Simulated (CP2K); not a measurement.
Consider styrene at its PBE geometry (Å).

```xyz
16

C    -2.7726   -0.7486   -0.2889
C    -1.8979    0.2629   -0.1575
C    -0.4367    0.1742   -0.0302
C     0.2673   -1.0470   -0.0291
C     1.6550   -1.0723    0.0939
C     2.3800    0.1197    0.2213
C     1.6981    1.3396    0.2222
C     0.3075    1.3635    0.0973
H    -3.8406   -0.5534   -0.3752
H    -2.4645   -1.7944   -0.3141
H    -2.2932    1.2836   -0.1416
H    -0.2770   -1.9865   -0.1261
H     2.1777   -2.0293    0.0929
H     3.4656    0.0939    0.3178
H     2.2506    2.2745    0.3192
H    -0.2193    2.3195    0.0981
```

Method: CP2K XAS_TDP, all-electron GAPW, PBEh(45%), aug-cc-pVDZ, TDA, GW2X-corrected core level, no relativity.

Predict the bright core excitations at the C K edge.

Leading lines: C1 286.52 eV, C2 286.94 eV, C3 286.95 eV, C4 286.83 eV, C5 287.28 eV and C6 286.92 eV. The leading line of an atom is its first one with 35 % of the strongest within 2.5 eV of its lowest line over the strength cut. Core ionisation energies at this level: C4 291.86, C6 291.83, C3 291.89, C5 292.01, C1 291.85 and C2 292.17 eV.

The first six lines of each atom with a strength over 0.0015:

```tsv
atom	energy (eV)	states	strength, one atom	above the computed threshold
C1 (bonded to C and 2 H)	286.52	1	0.0462	
	290.02	1	0.0056	
	290.42	1	0.0151	
	291.20	1	0.0042	
	291.55	1	0.0034	
	291.60	1	0.0042	
C2 (bonded to 2 C and H)	286.94	1	0.0437	
	290.33	2	0.0157	
	290.61	1	0.0104	
	291.92	1	0.0019	
	292.02	1	0.0019	
	292.12	1	0.0026	
C3 (bonded to 3 C)	286.95	1	0.0421	
	290.26	1	0.0129	
	292.90	1	0.0049	yes
	293.07	1	0.0016	yes
	293.47	2	0.0095	yes
	293.81	1	0.0044	yes
C4 (bonded to 2 C and H)	286.83	1	0.0478	
	290.08	1	0.0100	
	290.93	1	0.0026	
	291.56	1	0.0018	
	291.75	1	0.0025	
	292.16	1	0.0027	yes
C5 (bonded to 2 C and H)	287.28	1	0.0517	
	290.10	1	0.0109	
	291.66	1	0.0040	
	291.86	1	0.0018	
	292.80	1	0.0057	yes
	293.70	1	0.0055	yes
C6 (bonded to 2 C and H)	286.92	1	0.0487	
	289.92	1	0.0104	
	291.03	1	0.0023	
	291.29	1	0.0073	
	291.69	1	0.0019	
	292.63	1	0.0028	yes
```

Lines are vertical, at one geometry, with no vibrational structure. GW2X ionisation energies and lines can be off by 1 to 2 eV either way, and a good line position may hide errors that cancel. Atoms with the same bonds but other surroundings in this conformer are left out. These values hold no scalar relativity, about 0.1 eV for C 1s. Rydberg lines, and the discretised continuum above threshold, depend on the basis and the box.

[Banner, clock and machine lines of the logs are left out without a mark of their own.]

[Logs are printed without paths, hosts, clocks, repeated set-up lines and the standing remarks that a program may print on its own settings, such as how far it seeks lower states.]

[Hosts, paths, dates, database ids (printed as entryN), source tags and the programs' standing remarks are cut or masked in the printed files.]
